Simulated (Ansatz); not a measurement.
## KF (Fm-3m): refractive index against wavelength

The refractive index of KF (Fm-3m) below the direct gap (6.18 eV on the mesh) is read from one computed spectrum, n = √(Re ε).

Cell: a, b, c = 3.779, 3.779, 3.779 Å (primitive vectors), 2 atoms.

Method: Ansatz 0.2.0, PBE, independent particles, k-mesh 12×12×12 with interpolation inside its cells, Gaussian parameter 0.15 eV.

Launch of the response step: `ansatz run input.yaml --threads 4 --pin off --max-ram 8192MiB --backend cpu --events-out ev --progress --plain --runs-dir out`. The run took 3 s, on 4 threads of Arm Neoverse V2, on a shared host.

| wavelength (nm) | photon energy E (eV) | n |
| --- | --- | --- |
| 700 | 1.771 | 1.4580 |
| 633 | 1.959 | 1.4596 |
| 532 | 2.331 | 1.4635 |
| 450 | 2.755 | 1.4690 |
| 405 | 3.061 | 1.4737 |
| 365 | 3.397 | ? |
| 308 | 4.025 | 1.4939 |

In the single-oscillator model n² − 1 = E₀E_d/(E₀² − E²), so 1/(n² − 1) = E₀/E_d − E²/(E₀E_d) is linear in E².

Working, on the rows shown:

| x = E² (eV²) | y = 1/(n² − 1) |
| --- | --- |
| 3.13716 | 0.888286 |
| 3.83641 | 0.884617 |
| 5.43137 | 0.875785 |
| 7.59115 | 0.863587 |
| 9.37179 | 0.853394 |
| 16.2043 | 0.811861 |

Means: x̄ = 7.5954, ȳ = 0.86292. Σ(x − x̄)(y − ȳ) = -0.679, Σ(x − x̄)² = 116. Slope = -0.679 / 116 = -0.005855; intercept = ȳ − slope · x̄ = 0.9074. Turned back into n, the line misses the rows shown by at most 0.00041.

Fill in the last column of the withheld row.

At x = 11.538 the line gives y = 0.83983, that is 1.4801. The run gave 1.4797, so the interpolation is off by 0.00041, 1.1 % of the range in the table.

Refitted with all rows, the slope is -0.005833 and the intercept 0.90734. These give E₀ = √(intercept/−slope) = 12.47 eV and E_d = E₀/intercept = 13.7 eV; E₀ is 2.0 times the direct gap. The electronic limit at long wavelengths, without lattice vibrations, is n = √(1 + 1/intercept) = 1.450. Excitons are left out and so are local fields; PBE gaps are as a rule too small.
